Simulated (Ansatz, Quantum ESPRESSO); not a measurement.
# KTaTe3 (Pm-3m): zone-centre phonons

Which modes does KTaTe3 (Pm-3m) have at the zone centre?

Method: DFT LDA, scalar-relativistic, plane waves, PseudoDojo norm-conserving pseudopotentials, in Quantum ESPRESSO 8.0 development, patched.

This is a report of a sequence of runs, with most program output left out.

The structure was built from a prototype and need not be the compound's stable phase.

### 1. The structure

Symmetry: Pm-3m, No. 221, cubic system. The conventional cell has a = 5.529 Å, b = 5.529 Å, c = 5.529 Å, α = 90.00°, β = 90.00°, γ = 90.00°. K has 12 Te at 3.91 Å nearest. Nearest to Ta lie 6 Te at 2.76 Å. Nearest to Te lie 2 Ta at 2.76 Å and 4 K at 3.91 Å. Farther neighbours and most contacts between anions are not listed.

Coordinates:

```cif
data_structure
_symmetry_space_group_name_H-M 'P 1'
_symmetry_Int_Tables_number 1
_cell_length_a 5.5290
_cell_length_b 5.5290
_cell_length_c 5.5290
_cell_angle_alpha 90.000
_cell_angle_beta 90.000
_cell_angle_gamma 90.000
_cell_volume 169.02
loop_
_atom_site_label
_atom_site_type_symbol
_atom_site_fract_x
_atom_site_fract_y
_atom_site_fract_z
_atom_site_occupancy
K1 K 0.00000 0.00000 0.00000 1
Ta2 Ta 0.50000 0.50000 0.50000 1
Te3 Te 0.50000 0.50000 0.00000 1
Te4 Te 0.50000 0.00000 0.50000 1
Te5 Te 0.00000 0.50000 0.50000 1
```

### 2. A first look

A cheap run with smearing and empty bands tells whether the crystal has a gap, which decides between fixed occupations and smearing later on.

probe.in reads:

```
 &control
    calculation='scf',
    prefix='x',
    outdir='./tmp',
    pseudo_dir='./pseudo',
    tprnfor=.true.,
    tstress=.true.,
    verbosity='high',
 /
 &system
    ibrav=1,
    celldm(1)=10.44829574,
    nat=5,
    ntyp=3,
    ecutwfc=82.0,
    occupations='smearing',
    smearing='gaussian',
    degauss=0.01,
 /
 &electrons
    conv_thr=1.0d-07,
    mixing_beta=0.7,
    electron_maxstep=100,
 /
ATOMIC_SPECIES
 K      39.0983  K.upf
 Ta    180.9479  Ta.upf
 Te    127.6000  Te.upf
ATOMIC_POSITIONS crystal
 K      0.000000000   0.000000000   0.000000000
 Ta     0.500000000   0.500000000   0.500000000
 Te     0.500000000   0.500000000   0.000000000
 Te     0.500000000   0.000000000   0.500000000
 Te     0.000000000   0.500000000   0.500000000
K_POINTS automatic
 4 4 4 0 0 0
```

Launch:

```sh
> OMP_NUM_THREADS=1 mpirun -n 4 pw.x -nk 4 -in probe.in > probe.out
```

Wall time 30 s (4 MPI ranks of Arm Neoverse V1, shared host).

Numbers from this step:

```yaml
volume_per_atom: 33.80 Å³
pressure: -3.81 GPa
gap_on_the_k_mesh: 0 eV
```

No gap opens on this mesh, so smearing is kept; the start stands at -3.8 GPa.

### 3. Relaxation

The relaxation runs at a cutoff a fifth above that of the response, since stress converges more slowly with the basis than frequencies do. Forces and stress are brought to rest with tight thresholds.

relax.in reads:

```
 &control
    calculation='vc-relax',
    prefix='x',
    outdir='./tmp',
    pseudo_dir='./pseudo',
    tprnfor=.true.,
    tstress=.true.,
    forc_conv_thr=2.0d-05,
    etot_conv_thr=1.0d-07,
    nstep=40,
 /
 &system
    ibrav=1,
    celldm(1)=10.44829574,
    nat=5,
    ntyp=3,
    ecutwfc=98,
    occupations='smearing',
    smearing='mv',
    degauss=0.02,
 /
 &electrons
    conv_thr=1.0d-11,
    mixing_beta=0.7,
    electron_maxstep=100,
 /
 &ions
 /
 &cell
    press_conv_thr=0.2,
 /
ATOMIC_SPECIES
 K      39.0983  K.upf
 Ta    180.9479  Ta.upf
 Te    127.6000  Te.upf
ATOMIC_POSITIONS crystal
 K      0.000000000   0.000000000   0.000000000
 Ta     0.500000000   0.500000000   0.500000000
 Te     0.500000000   0.500000000   0.000000000
 Te     0.500000000   0.000000000   0.500000000
 Te     0.000000000   0.500000000   0.500000000
K_POINTS automatic
 6 6 6 0 0 0
```

Launch:

```sh
> OMP_NUM_THREADS=1 mpirun -n 4 pw.x -nk 4 -in relax.in > relax.out
```

It took 9.9 min on 4 MPI ranks.

Relaxation path:

```
step  energy less that of the first step (eV)  largest force (eV/Å)  pressure (GPa)  volume (Å³)
   1                                   0.0000                0.0000           -3.54       169.02
   2                                  -0.0596                0.0000           -2.75       165.99
   3                                  -0.1182                0.0000           -1.42       161.51
   4                                  -0.1366                0.0000            0.15       157.01
   5                                  -0.1368                0.0000           -0.01       157.44
   6                                  -0.1368                0.0000            0.00       157.42
   7                                  -0.1356                0.0000            0.01       157.42
```

```
conventional cell, symmetrised  before  after  change
                         a (Å)   5.529  5.399  -2.3 %
                         b (Å)   5.529  5.399  -2.3 %
                         c (Å)   5.529  5.399  -2.3 %
              volume (Å³/atom)   33.80  31.48  -6.9 %
```

Final coordinates:

```
K Ta Te
1.0
     5.39948    0.00000    0.00000
     0.00000    5.39948    0.00000
     0.00000    0.00000    5.39948
K Ta Te
1 1 3
Direct
  0.00000 0.00000 0.00000
  0.50000 0.50000 0.50000
  0.50000 0.50000 0.00000
  0.50000 0.00000 0.50000
  0.00000 0.50000 0.50000
```

The last row of the table of steps is pw.x's closing run on a basis chosen anew for the final cell, so its energy can jump.

Read from the output:

```
volume per atom : 31.48 Å³
pressure        : 0.005 GPa
```

The volume changes by -6.9 % from the cell with which this run began.

### 4. Ground state

The response is built on this ground state, so it is converged far tighter than an energy would need. Smearing stays on, as the first look found no gap above 0.3 eV.

scf.in reads:

```
 &control
    calculation='scf',
    prefix='x',
    outdir='./tmp',
    pseudo_dir='./pseudo',
    tprnfor=.true.,
    tstress=.true.,
 /
 &system
    ibrav=1,
    celldm(1)=10.20354356,
    nat=5,
    ntyp=3,
    ecutwfc=82.0,
    occupations='smearing',
    smearing='mv',
    degauss=0.02,
 /
 &electrons
    conv_thr=1.0d-12,
    mixing_beta=0.7,
    electron_maxstep=100,
 /
ATOMIC_SPECIES
 K      39.0983  K.upf
 Ta    180.9479  Ta.upf
 Te    127.6000  Te.upf
ATOMIC_POSITIONS crystal
 K      0.000000000   0.000000000   0.000000000
 Ta     0.500000000   0.500000000   0.500000000
 Te     0.500000000   0.500000000   0.000000000
 Te     0.500000000   0.000000000   0.500000000
 Te     0.000000000   0.500000000   0.500000000
K_POINTS automatic
 6 6 6 0 0 0
```

Launch:

```sh
> OMP_NUM_THREADS=1 mpirun -n 4 pw.x -nk 4 -in scf.in > scf.out
```

The job ended after 61 s (4 MPI ranks; 4.1 min of CPU time).

Numbers from this step:

```
pressure : 0.004 GPa
```

The cell stands at 0.004 GPa, close enough for phonons.

### 5. Linear response at Γ

At q = 0 one unit cell holds all displacements; symmetry groups them into irreducible representations that are solved one by one. With smeared occupations no response to a homogeneous field can be asked.

ph.in reads:

```
phonons
 &inputph
    prefix='x',
    outdir='./tmp',
    fildyn='g.dyn',
    tr2_ph=1.0d-18,
    alpha_mix(1)=0.4,
    nmix_ph=8,
 /
0.000000000000 0.000000000000 0.000000000000
```

Launch:

```sh
> OMP_NUM_THREADS=1 mpirun -n 4 ph.x -nk 4 -in ph.in > ph.out
```

It took 50 min on 4 MPI ranks; 3.4 h of CPU time.

Numbers from this step:

```yaml
largest_acoustic_frequency_at_the_zone_centre_before_the_sum_rule: -0.69 cm⁻¹
highest_optical_zone_centre_mode_no_lo_to_term: 186.5 cm⁻¹
lowest_optical_zone_centre_mode: -8.46 cm⁻¹
```

The acoustic modes at Γ come out as far as 0.7 cm⁻¹ from zero, where they should vanish, a small numerical error.

### 6. Modes with the sum rule

A rigid shift of the crystal must cost nothing, but grids and finite bases break this; the acoustic sum rule is imposed before the matrix is diagonalised again.

dynmat.in reads:

```
 &input
    fildyn='g.dyn',
    asr='simple',
    fileig='dynmat.eig',
 /
```

Launch:

```sh
> dynmat.x -in dynmat.in > dynmat.out
```

Elapsed: 0.47 s, on 1 thread.

Numbers from this step:

```yaml
lowest_optical_zone_centre_mode: -8.43 cm⁻¹
```

Unit eigenvectors of the mass-weighted matrix after the sum rule; no LO-TO term. The modes at Γ (shares of kinetic energy by element, %) (negative means imaginary):

```
mode  frequency (cm⁻¹)  K %  Ta %  Te %
   1              -8.4   14    48    38
   2              -8.4   14    48    38
   3              -8.4   14    48    38
   4               0.0    6    30    63
   5               0.0    6    30    64
   6               0.0    6    30    64
   7              28.1    0     0   100
   8              28.1    0     0   100
   9              28.1    0     0   100
  10              57.0   79     2    19
  11              57.0   79     2    19
  12              57.0   79     2    19
  13             186.5    0    20    80
  14             186.5    0    20    80
  15             186.5    0    20    80
```

Displacements in mode 9 (28.1 cm⁻¹), the largest set to 1:
```
K1   0.00  0.00  0.00
Ta2  0.00  0.00  0.00
Te3 -0.01  0.11  0.00
Te4  0.01  0.00  1.00
Te5  0.00 -0.11 -1.00
```

Displacements in mode 12 (57.0 cm⁻¹), the largest set to 1:
```
K1   0.19  1.00 -0.49
Ta2  0.01  0.07 -0.04
Te3 -0.04 -0.19  0.02
Te4 -0.04 -0.03  0.09
Te5 -0.01 -0.19  0.09
```

The rule moves no optical mode by more than 0.1 cm⁻¹.

### 7. Sum rules set otherwise (asr no)

Without the rule the raw error of the acoustic modes shows.

dynmat.in reads:

```
 &input
    fildyn='g.dyn',
    asr='no',
    fileig='dynmat.eig',
 /
```

Launch:

```sh
> dynmat.x -in dynmat.in > dynmat.out
```

Run time: 0.45 s. Hardware: 1 thread.

This step gave:

```yaml
lowest_optical_zone_centre_mode: -8.46 cm⁻¹
```

Zone-centre frequencies as printed; negative means imaginary. Modes:

```
mode  frequency (cm⁻¹)
   1             -8.46
   2             -8.46
   3             -8.46
   4             -0.69
   5             -0.69
   6             -0.69
   7              28.1
   8              28.1
   9              28.1
  10             56.93
  11             56.93
  12             56.93
  13             186.5
  14             186.5
  15             186.5
```

Against the first rule no mode moves by more than 0.7 cm⁻¹.

### 8. Sum rules set otherwise: a sum rule for molecules or wires on a crystal

This rule also removes rotations, which suits molecules and not a crystal; it is tried to see the harm.

dynmat.in reads:

```
 &input
    fildyn='g.dyn',
    asr='zero-dim',
    fileig='dynmat.eig',
 /
```

Launch:

```sh
> dynmat.x -in dynmat.in > dynmat.out
```

Run time: 0.45 s. Hardware: 1 thread.

The program raised no error, yet the settings are not those of a careful run.

The fault: a sum rule for molecules or wires on a crystal; 3 optical modes are projected out to zero frequency, as if they were rotations.

For a crystal the rule has to be 'simple' or 'crystal'.

Zone-centre frequencies as printed; negative means imaginary. Modes:

```
mode  frequency (cm⁻¹)
   1             -8.46
   2                 0
   3                 0
   4                 0
   5                 0
   6                 0
   7                 0
   8             23.68
   9             23.68
  10             48.24
  11             48.24
  12             56.93
  13             184.4
  14             184.4
  15             186.5
```

### 9. The same in Ansatz

The same cell goes through another code at the same cutoff. The files are of one family, but Ansatz's library holds files of its own making for some heavy elements, so those for Te may differ. Its k mesh is centred on Γ.

This step: DFT LDA, scalar-relativistic, plane waves, norm-conserving pseudopotentials of its library (PseudoDojo's, some remade) (Ansatz 0.2.0).

input.yaml reads:

```yaml
crystal:
  lattice:
    - [5.39948272, 0.0, 0.0]
    - [0.0, 5.39948272, 0.0]
    - [0.0, 0.0, 5.39948272]
  atoms:
    - { symbol: K, position: [0.0, 0.0, 0.0] }
    - { symbol: Ta, position: [0.5, 0.5, 0.5] }
    - { symbol: Te, position: [0.5, 0.5, 0.0] }
    - { symbol: Te, position: [0.5, 0.0, 0.5] }
    - { symbol: Te, position: [0.0, 0.5, 0.5] }
kpoints:
  mp_grid: { grid: [6, 6, 6] }
hamiltonian:
  xc: lda
  pseudopotentials: { kind: nc, accuracy: standard }
scf:
  occupations: { method: cold, width: 0.27211 }
output:
  eigenvalues: true
basis:
  ecutwfc: 1115.667
phonons:
  method: dfpt
```

Launch:

```sh
> ansatz run input.yaml --threads 4 --pin off --max-ram 16384MiB --backend cpu --events-out ev --progress --plain --runs-dir out
```

Wall time 4.8 min (4 threads); peak memory 5.5 GiB; 19 min of CPU time.

Numbers from this step:

```
sum-rule residual before enforcement             : 8.45e-5 eV/Å²
highest optical zone-centre mode (no LO-TO term) : 185.1 cm⁻¹
lowest optical zone-centre mode                  : -7.82 cm⁻¹
```

### 10. The two compared: QE PseudoDojo and Ansatz, library NC

Worked out from the results:

- root-mean-square difference: 0.82 cm⁻¹
- largest difference: 1.42 cm⁻¹

The 12 of 12 modes that differ most. Frequencies side by side:

```
q (reciprocal lattice)  mode  QE PseudoDojo (cm⁻¹)  Ansatz, library NC (cm⁻¹)
                 0 0 0     1                 -8.43                      -7.82
                 0 0 0     2                 -8.43                      -7.82
                 0 0 0     3                 -8.43                      -7.82
                 0 0 0     7                  28.1                      28.66
                 0 0 0     8                  28.1                      28.66
                 0 0 0     9                  28.1                      28.66
                 0 0 0    10                 56.95                      56.95
                 0 0 0    11                 56.95                      56.95
                 0 0 0    12                 56.95                      56.95
                 0 0 0    13                 186.5                      185.1
                 0 0 0    14                 186.5                      185.1
                 0 0 0    15                 186.5                      185.1
```

At the zone centre the largest difference (acoustic modes at Γ apart) is 0.8 % of the highest mode.

### 11. Results

| Item | Value |
| --- | --- |
| space group after relaxation | Pm-3m |
| volume per atom | 31.5 Å³ |
| highest optical zone-centre mode (no LO-TO term) | 186.5 cm⁻¹ |
| lowest optical zone-centre mode | -8.43 cm⁻¹ |
| imaginary optical modes at the zone centre (no q mesh in this session) | slight, 8.4i cm⁻¹ at most |
| largest difference from Ansatz, library NC | 1.42 cm⁻¹ |

In words: At the LDA level the optical modes of KTaTe3 (Pm-3m) at the zone centre run from 8i to 186 cm⁻¹. The lowest optical mode, -8.4 cm⁻¹, is so soft that its value and sign are not settled by this run. Of the 12 optical modes, 9 are infrared active alone and 3 are silent. QE PseudoDojo and Ansatz, library NC differ by 0.8 cm⁻¹ in the root mean square and by 1.4 cm⁻¹ at most, 0.8 % of the highest mode compared (acoustic modes at Γ left out); the two use different potentials, and the cell was not relaxed for the second set. These are harmonic frequencies at zero temperature: anharmonic shifts and linewidths and thermal expansion are left out. Spin-orbit coupling is left out, which can matter for the heavy elements here. In a metal the frequencies hang on the k mesh and the smearing, most of all near Kohn anomalies. The total energies of the two programs lie far apart, so at least one potential file in Ansatz's library differs from the published one read by the first program. The build is a development version in which the Raman tensors of release 7.5 are mended; dynmat.x leaves out the electro-optic term of LO lines. The structure is a hypothetical one, built on a prototype.

[Host names and launcher messages were left out of these logs when they were recorded.]

[Logs are printed without paths, hosts, clocks, repeated set-up lines and the standing remarks that a program may print on its own settings, such as how far it seeks lower states.]

[Hosts, paths, dates, database ids (printed as entryN), source tags and the programs' standing remarks are cut or masked in the printed files.]
